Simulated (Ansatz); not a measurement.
# How NaI (Fm-3m) expands on warming

Wanted: α(T), C_P(T) and B(T) of NaI in the quasi-harmonic approximation.

Experimental results on record:
- volume expansion coefficient 135 1e-6/K near room temperature (given in “Descriptors for thermal expansion in solids”, 2017, arXiv:1701.03966)

Program: Ansatz 0.2.0. Level of theory: DFT PBE, scalar-relativistic, plane waves, PAW, in the first sound run; inputs show where later runs differ. Values are calculated unless marked as measured.

**1. Starting point**

Symmetry: Fm-3m, No. 225, cubic system. The conventional cell has a = 6.473 Å, b = 6.473 Å, c = 6.473 Å, α = 90.00°, β = 90.00°, γ = 90.00°. Na has 6 I at 3.24 Å nearest. Nearest to I lie 6 Na at 3.24 Å. Farther neighbours, and contacts between anions beyond the nearest, are not listed.

**2. A first coarse run**

Before spending time, one coarse run tells the gap and the pressure of the starting cell.

Input file input.yaml:

```yaml
crystal:
  lattice:
    - [0.0, 3.2364, 3.2364]
    - [3.2364, 0.0, 3.2364]
    - [3.2364, 3.2364, 0.0]
  atoms:
    - { symbol: Na, position: [0.0, 0.0, 0.0] }
    - { symbol: I, position: [0.5, 0.5, 0.5] }
kpoints:
  mp_grid: { grid: [6, 6, 6] }
hamiltonian:
  xc: pbe
scf:
  occupations: { method: gaussian, width: 0.1 }
output:
  forces: true
  stress: true
  eigenvalues: true
```

Started as:

```bash
ansatz run input.yaml --threads 4 --pin off --max-ram 8192MiB --backend cpu --events-out ev --progress --plain --runs-dir out
```

Output:

```text
Engine: ansatz 0.2.0, aarch64-unknown-linux-gnu
Pseudopotentials: kind: paw
Pseudopotential: Na, paw, valence charge 9, recommended cutoff 420 eV (normal), Na.paw.azcp
Pseudopotential: I, paw, valence charge 17, recommended cutoff 420 eV (normal), I.paw.azcp
Functional definition: PBE
  parameter kappa = 0.804
  parameter beta = 0.066725
  exchange = pbe_x(kappa = kappa, mu = beta*pi^2/3)
  correlation = pbe_c(beta = beta)
Crystal: 2 atoms, lattice volume = 67.798 Å³
Basis set: ecut = 420 eV, 1363 PW (Γ), exchange–correlation on 64×64×64 points (8 copies of the dense FFT grid, shifted against one another)
Bands: 17, of which v1, the nominal top of the filled ones, is band 13 counted from 1 (12 counted from 0)
Symmetry: 48 space group operations
Space group: Fm-3m (ITA 225), of the structure as read, at distance tolerance 4.1e-5 Å
k-points: 16 of 216
Non-local potential: Na, projectors of the file, l = 0: 3, l = 1: 2, l = 2: 1
Non-local potential: I, projectors of the file, l = 0: 2, l = 1: 2, l = 2: 2, l = 3: 2
PAW form: soft (Blöchl's): semilocal exchange-correlation on the pseudo side does not see the compensation charge
PAW one-centre angular grid: Na, 110 points (default); XC on 64 Gauss nodes
PAW one-centre angular grid: I, 590 points (default); XC on 64 Gauss nodes
Initial density: superposition of atomic densities (neutral atoms: chi_scale 0, normalization atom), corrected by the library's trained network
Initial wavefunctions: pseudopotential atomic-orbital guess
Functional: x = pbe(κ = 0.804, μ = 0.219515), c = pbe(β = 0.066725)
SCF iter   1: F=—  HF=-9001.882621 eV  |F-HF|=—  |Δ(HF+E_count)|=         —  Δρ=5.27e-4  dr2=3.95e-4  ethr=1.77e-3  ⟨swp⟩=5.8  Hψ=1440  notcnv=0
preconditioner: auto → none  [insulator: Δε(μ)=3.642 eV  Ē_g=10.593 eV  σ=0.100 eV  W_gap=1.00  n_scr=14 (ndim 8)  ℏωp=12.8 eV  f_vac=0.068  D(μ)=0.00/eV (n_scr^D=0)  ε∞_Penn≈2.4]
SCF iter   2: F=—  HF=-9001.882873 eV  |F-HF|=—  |Δ(HF+E_count)|=   2.53e-4  Δρ=7.76e-4  dr2=9.72e-4  ethr=1.52e-6  ⟨swp⟩=3.1  Hψ=680  notcnv=0
SCF iter   3: F=—  HF=-9001.882644 eV  |F-HF|=—  |Δ(HF+E_count)|=   2.29e-4  Δρ=4.73e-4  dr2=3.59e-4  ethr=1.52e-6  ⟨swp⟩=2.0  Hψ=329  notcnv=0
SCF iter   4: F=—  HF=-9001.882563 eV  |F-HF|=—  |Δ(HF+E_count)|=   8.09e-5  Δρ=2.72e-4  dr2=1.18e-4  ethr=1.38e-6  ⟨swp⟩=1.0  Hψ=272  notcnv=0
SCF iter   5: F=—  HF=-9001.882552 eV  |F-HF|=—  |Δ(HF+E_count)|=   1.10e-5  Δρ=9.55e-5  dr2=1.24e-5  ethr=4.55e-7  ⟨swp⟩=2.0  Hψ=461  notcnv=0
SCF iter   6: F=—  HF=-9001.882602 eV  |F-HF|=—  |Δ(HF+E_count)|=   4.98e-5  Δρ=1.94e-4  dr2=6.04e-5  ethr=4.76e-8  ⟨swp⟩=3.0  Hψ=474  notcnv=0
SCF iter   7: F=—  HF=-9001.882589 eV  |F-HF|=—  |Δ(HF+E_count)|=   1.28e-5  Δρ=1.30e-4  dr2=2.76e-5  ethr=4.76e-8  ⟨swp⟩=2.0  Hψ=333  notcnv=0
SCF iter   8: F=—  HF=-9001.882580 eV  |F-HF|=—  |Δ(HF+E_count)|=   8.88e-6  Δρ=4.39e-5  dr2=3.09e-6  ethr=4.76e-8  ⟨swp⟩=2.0  Hψ=336  notcnv=0
SCF iter   9: F=—  HF=-9001.882579 eV  |F-HF|=—  |Δ(HF+E_count)|=   9.80e-7  Δρ=1.74e-5  dr2=4.88e-7  ethr=1.19e-8  ⟨swp⟩=2.0  Hψ=326  notcnv=0
SCF iter  10: F=-9001.882579 eV  HF=-9001.882579 eV  |F-HF|=1.53e-10  |Δ(HF+E_count)|=   1.78e-7  Δρ=5.62e-7  dr2=2.87e-10  ethr=3.85e-10  ⟨swp⟩=3.8  Hψ=1264  notcnv=0
SCF 1 converged in 10 iterations: F = -9001.882579 eV  dr2 = 2.87e-10
  greatest PAW one-centre occupation: 0.999 electrons in one spin orbital (limit 2), on the Na atom at site 0 (counted from 0), in its partial waves of l = 0
SCF converged after 10 iterations
Free energy (F): -9001.882579 eV
Harris-Foulkes:  -9001.882579 eV  (|F-HF|=1.53e-10)
Internal energy: -9001.882579 eV  (E = F + TS)
E sigma→0 (E₀):  -9001.882579 eV
Fermi energy:    4.856873 eV
--- Per-component energies (eV) ---
  E_band       = -614.422791
  E_kinetic    = 309.814280
  E_local      = -3350.234276  (includes V_loc(G=0)·N_el)
  E_nonlocal   = 24.969096
  E_hartree    = 1519.073670
  E_xc         = -167.305484
  E_vxc        = -179.044197  (∫ρ·V_xc dr)
  E_paw        = -5080.349707  (= ΣΔE_a)
  E_vpaw       = -458.074009  (= ΣTr[D̂ρ^β])
  E_aug_tail   = -0.000041  (compensation charges beyond the density's cutoff)
  E_ewald      = -2257.850118
  E_smearing   = -0.000000  (= −TS)
  E_closure    = -0.000000  (closes the sum)
  Σ components = -9001.882579   (vs F -9001.882579, Δ=0.00e0)
--- Forces (eV/Å), atoms counted from 1 ---
  atom   1  Na    -0.00000000    -0.00000000    -0.00000000
  atom   2  I      0.00000000    -0.00000000     0.00000000
  max |Σ_I F_I| component: 4.36e-29 eV/Å
--- Stress (GPa, compression-positive) ---
        0.419604      -0.000000       0.000000
        0.000000       0.419604      -0.000000
       -0.000000       0.000000       0.419604
  P = ⅓ Tr σ = 0.4196 GPa (4.196 kbar)
--- Band table (eV; the first three rows and the last of 16) ---
  k-point 0: bands = [... 9 lower, -7.9833, 3.0333, 3.0333, 3.0333, 6.6774, 10.9946, 10.9946, 10.9946]
  k-point 1: bands = [... 9 lower, -7.9097, 2.3014, 2.9583, 2.9583, 7.4883, 10.5011, 11.1837, 11.1837]
  k-point 2: bands = [... 9 lower, -7.7538, 1.2740, 2.8184, 2.8184, 8.1411, 10.7586, 10.7586, 11.0382]
  k-point 15: bands = [... 9 lower, -7.5876, 1.3665, 1.9305, 2.1475, 8.3968, 9.5482, 11.6150, 11.6744]
```

The job ended after 0.89 s (4 threads of Arm Neoverse V1, shared host; peak memory 0.32 GiB).

Read from the output:

```
pressure          : 0.4196 GPa
gap on the k-mesh : 3.644 eV
volume per atom   : 33.90 Å³
```

The start is under 0.42 GPa at this level and looks like an insulator or semiconductor on this mesh.

**3. Finding the static equilibrium**

The vibrations must be taken about the equilibrium of this functional, not about the starting cell, so the structure is relaxed.

input.yaml, the sections that differ from step 2:

```yaml
scf:
  occupations: { method: gaussian, width: 0.02 }
relax:
  adjacent_minimum: "off"
  f_tol: 0.005
  max_steps: 80
  cell: { stress_tol: 0.05 }
# crystal, kpoints, hamiltonian, output: as in step 2
```

Output:

```text
[...]
Crystal: 2 atoms, lattice volume = 67.798 Å³
Basis set: ecut = 420 eV, 1363 PW (Γ), exchange–correlation on 64×64×64 points (8 copies of the dense FFT grid, shifted against one another)
Bands: 17, of which v1, the nominal top of the filled ones, is band 13 counted from 1 (12 counted from 0)
Symmetry: 48 space group operations
[...]
k-points: 16 of 216
[...]
SCF iter   1: F=—  HF=-9001.882617 eV  |F-HF|=—  |Δ(HF+E_count)|=         —  Δρ=5.29e-4  dr2=3.99e-4  ethr=1.77e-3  ⟨swp⟩=6.4  Hψ=1482  notcnv=0
[...]
SCF iter   7: F=-9001.882579 eV  HF=-9001.882579 eV  |F-HF|=6.40e-8  |Δ(HF+E_count)|=   5.10e-8  Δρ=7.31e-6  dr2=8.37e-8  ethr=3.85e-10  ⟨swp⟩=5.2  Hψ=1126  notcnv=0
SCF 1 converged in 7 iterations: F = -9001.882579 eV  dr2 = 8.37e-8
[...]
relax step   1: F+E_penalty+E_count = -9001.88257928 eV  Δ(F+E_penalty+E_count) = +0.000e0 eV  max|allowed force component| = 1.116e-28 eV/Å  Δτ_max = 0.0000 Å  P = +0.419 GPa  Ω = 67.798 Å³  (7 SCF iters, dr2 threshold 1.00e-7 eV, accepted)
Crystal: 2 atoms, lattice volume = 68.653 Å³
[...]
iter 1 solved again at ethr=7.58e-7 eV; its pass at ethr=3.10e-3 eV (dr2=1.97e-4 eV) is discarded
[...]
SCF iter   4: F=-9001.884204 eV  HF=-9001.884204 eV  |F-HF|=1.93e-8  |Δ(HF+E_count)|=   5.53e-7  Δρ=7.59e-6  dr2=7.97e-8  ethr=7.69e-10  ⟨swp⟩=5.8  Hψ=1459  notcnv=0
SCF 2 converged in 4 iterations: F = -9001.884204 eV  dr2 = 7.97e-8
relax step   2: F+E_penalty+E_count = -9001.88420357 eV  Δ(F+E_penalty+E_count) = -1.624e-3 eV  max|allowed force component| = 1.538e-28 eV/Å  Δτ_max = 0.0000 Å  P = +0.212 GPa  Ω = 68.653 Å³  energy of the carried Pulay correction = -5.541e-5 eV  (4 SCF iters, dr2 threshold 2.00e-7 eV, accepted)
Crystal: 2 atoms, lattice volume = 69.554 Å³
[...]
SCF iter   4: F=-9001.884761 eV  HF=-9001.884762 eV  |F-HF|=1.94e-8  |Δ(HF+E_count)|=   5.21e-7  Δρ=7.91e-6  dr2=8.92e-8  ethr=4.34e-10  ⟨swp⟩=5.6  Hψ=1493  notcnv=0
SCF 3 converged in 4 iterations: F = -9001.884761 eV  dr2 = 8.92e-8
relax step   3: F+E_penalty+E_count = -9001.88476150 eV  Δ(F+E_penalty+E_count) = -5.579e-4 eV  max|allowed force component| = 2.125e-29 eV/Å  Δτ_max = 0.0000 Å  P = +0.009 GPa  Ω = 69.554 Å³  energy of the carried Pulay correction = -1.130e-4 eV  (4 SCF iters, dr2 threshold 1.13e-7 eV, accepted)
[...]
SCF iter   1: F=—  HF=-9001.875515 eV  |F-HF|=—  |Δ(HF+E_count)|=         —  Δρ=5.82e-4  dr2=7.78e-6  ethr=4.05e-6  ⟨swp⟩=2.1  Hψ=2126  notcnv=0
eigensolver tolerance schedule: the retry pair's looser diagonalisation over-reported the residual by 134.51 of it (diagonalisation noise at 0.21 of the residual, at the tolerance the schedule requests for it); recorded, not acted on — ethr = c·dr2/N_el stays at c = 1.0e-1
[...]
SCF iter   2: F=—  HF=-9001.882617 eV  |F-HF|=—  |Δ(HF+E_count)|=   7.10e-3  Δρ=2.92e-4  dr2=2.59e-6  ethr=2.99e-8  ⟨swp⟩=2.0  Hψ=502  notcnv=0
[...]
SCF iter   8: F=-9001.884872 eV  HF=-9001.884872 eV  |F-HF|=0.00e0  |Δ(HF+E_count)|=  2.18e-11  Δρ=1.11e-8  dr2=1.41e-13  ethr=1.00e-12  ⟨swp⟩=5.8  Hψ=1028  notcnv=0
SCF 4 converged in 8 iterations: F = -9001.884872 eV  dr2 = 1.41e-13
relax step   4: F+E_penalty+E_count = -9001.88487210 eV  Δ(F+E_penalty+E_count) = -1.106e-4 eV  max|allowed force component| = 1.634e-29 eV/Å  Δτ_max = 0.0000 Å  P = +0.007 GPa  Ω = 69.554 Å³  stress off target by 7.48e-3 GPa  SCF on the basis re-selected at this cell (its energy is not comparable with the rows above)  (8 SCF iters)
basis re-selected at this cell: Δ(F+E_penalty+E_count) = -1.106e-4 eV, ΔP = -0.002 GPa vs the last step (what re-selecting the basis moved, of the pressure what is left beyond the Pulay correction that the steps carried, after the strain that the cell walked since its last selection, with what the two solves' SCF thresholds leave and, on support functions, any second-order correction that the steps lacked; it is no m [...]
SCF converged after 8 iterations
Free energy (F): -9001.884872 eV
[...]
Internal energy: -9001.884872 eV  (E = F + TS)
E sigma→0 (E₀):  -9001.884872 eV
Fermi energy:    4.591682 eV
[...]
--- Stress (GPa, compression-positive) ---
        0.007480      -0.000000      -0.000000
       -0.000000       0.007480      -0.000000
       -0.000000      -0.000000       0.007480
  P = ⅓ Tr σ = 0.0075 GPa (0.075 kbar)
--- Band table (eV; the first three rows and the last of 16) ---
  k-point 0: bands = [... 9 lower, -8.1500, 2.8029, 2.8029, 2.8029, 6.3804, 10.7616, 10.7616, 10.7616]
  k-point 1: bands = [... 9 lower, -8.0817, 2.1012, 2.7321, 2.7321, 7.1768, 10.2587, 10.9386, 10.9386]
  k-point 2: bands = [... 9 lower, -7.9375, 1.1152, 2.5997, 2.5997, 7.8774, 10.5031, 10.5031, 10.6852]
  k-point 15: bands = [... 9 lower, -7.7837, 1.2094, 1.7509, 1.9578, 8.1209, 9.3241, 11.3012, 11.3614]
--- Relaxed structure (3 steps of the walk, 3 accepted, 1 SCFs on fresh bases) ---
  F+E_penalty+E_count = -9001.88487210 eV   max|allowed force component| = 1.634e-29 eV/Å   (the final SCF, on the basis selected at the relaxed cell)
  cell:  # Å, volume = 69.5535 Å³
    - [0, 3.264097, 3.264097]
    - [3.264097, 0, 3.264097]
    - [3.264097, 3.264097, 0]
  atoms:
    - { symbol: Na, position: [0, 0, 0] }
    - { symbol: I, position: [0.5, 0.5, 0.5] }
```

Wall time 2.9 s (4 threads); peak memory 0.35 GiB; 8.2 s of CPU time.

The steps of the relaxation:

| step | energy less that of the first step (eV) | largest force component (eV/Å) | pressure (GPa) | volume (Å³) |
| --- | --- | --- | --- | --- |
| 1 | 0.0000 | 0.0000 | 0.42 | 67.80 |
| 2 | -0.0016 | 0.0000 | 0.21 | 68.65 |
| 3 | -0.0022 | 0.0000 | 0.01 | 69.55 |
| 4* | -0.0023 | 0.0000 | 0.01 | 69.55 |

Relaxation steps marked * repeat the geometry before them on a plane-wave basis chosen anew for their cell, so energy and pressure can jump there.

The run keeps the 48 symmetry operations that the program found, so distortions that break them were not tested.

| conventional cell, symmetrised | before | after | change |
| --- | --- | --- | --- |
| a (Å) | 6.473 | 6.528 | +0.9 % |
| b (Å) | 6.473 | 6.528 | +0.9 % |
| c (Å) | 6.473 | 6.528 | +0.9 % |
| volume (Å³/atom) | 33.90 | 34.78 | +2.6 % |

Final coordinates:

```cif
data_structure
_symmetry_space_group_name_H-M 'P 1'
_symmetry_Int_Tables_number 1
_cell_length_a 4.6161
_cell_length_b 4.6161
_cell_length_c 4.6161
_cell_angle_alpha 60.000
_cell_angle_beta 60.000
_cell_angle_gamma 60.000
_cell_volume 69.55
loop_
_atom_site_label
_atom_site_type_symbol
_atom_site_fract_x
_atom_site_fract_y
_atom_site_fract_z
_atom_site_occupancy
Na1 Na 0.00000 0.00000 0.00000 1
I2 I 0.50000 0.50000 0.50000 1
```

This step gave:

```
pressure          : 0.007480 GPa
gap on the k-mesh : 3.578 eV
volume per atom   : 34.78 Å³
```

The relaxation ends with a pressure of 0.01 GPa.

**4. Tight relaxation**

The relaxation is repeated with tighter thresholds on force and stress, since phonons are sensitive to what is left.

Input file input.yaml:

```yaml
crystal:
  lattice:
    - [0.0, 3.2640969481, 3.2640969481]
    - [3.2640969481, 0.0, 3.2640969481]
    - [3.2640969481, 3.2640969481, 0.0]
  atoms:
    - { symbol: Na, position: [0.0, 0.0, 0.0] }
    - { symbol: I, position: [0.5, 0.5, 0.5] }
kpoints:
  mp_grid: { grid: [8, 8, 8] }
hamiltonian:
  xc: pbe
scf:
  occupations: { method: fixed }
output:
  forces: true
  stress: true
  eigenvalues: true
relax:
  adjacent_minimum: "off"
  f_tol: 0.001
  max_steps: 60
  cell: { stress_tol: 0.01 }
```

Output:

```text
[...]
Crystal: 2 atoms, lattice volume = 69.554 Å³
Basis set: ecut = 420 eV, 1363 PW (Γ), exchange–correlation on 64×64×64 points (8 copies of the dense FFT grid, shifted against one another)
Bands: 17, of which v1, the nominal top of the filled ones, is band 13 counted from 1 (12 counted from 0)
Symmetry: 48 space group operations
[...]
k-points: 29 of 512
[...]
k-point 28: bands = [... 9 lower, -7.7820, 1.4616, 1.4616, 1.9155, 8.5732, 10.2673, 10.2673, 10.6621]
--- Relaxed structure (1 steps of the walk, 1 accepted, 1 SCFs on fresh bases) ---
[...]
cell:  # Å, volume = 69.5535 Å³
    - [0.0, 3.2640969481, 3.2640969481]
    - [3.2640969481, 0.0, 3.2640969481]
    - [3.2640969481, 3.2640969481, 0.0]
  atoms:
    - { symbol: Na, position: [0.0, 0.0, 0.0] }
    - { symbol: I, position: [0.500000, 0.500000, 0.500000] }
[key lines of the parts left out:]
SCF converged after 9 iterations
Free energy (F): -9001.884980 eV
Fermi energy:    2.802699 eV
P = ⅓ Tr σ = 0.0064 GPa (0.064 kbar)
```

It took 2.3 s on 4 threads; peak memory 0.36 GiB; 7.5 s of CPU time.

Little changed from the start: no atom moved by 0.005 Å and no cell edge by 0.1 %.

Read from the output:

| Item | Value |
| --- | --- |
| pressure | 0.006407 GPa |

The residual pressure is 0.0064 GPa, small enough for phonons.

[end of part 1 of 3]

[Long decimals in the printed logs are rounded to 6 places.]

[Logs are printed without paths, hosts, clocks, repeated set-up lines and the standing remarks that a program may print on its own settings, such as how far it seeks lower states.]

[Hosts, paths, dates, database ids (printed as entryN), source tags and the programs' standing remarks are cut or masked in the printed files.]

[Where the starting crystal was built by hand or by swapping elements, it need not be the compound's stable phase.]

[A step with changed settings may run another functional than the one named; its input shows which.]

[Pressures of single members of a volume series are the stress at the run's cutoff; with an incomplete basis they can lie off −dE/dV of the same runs, and they are not shown converged.]
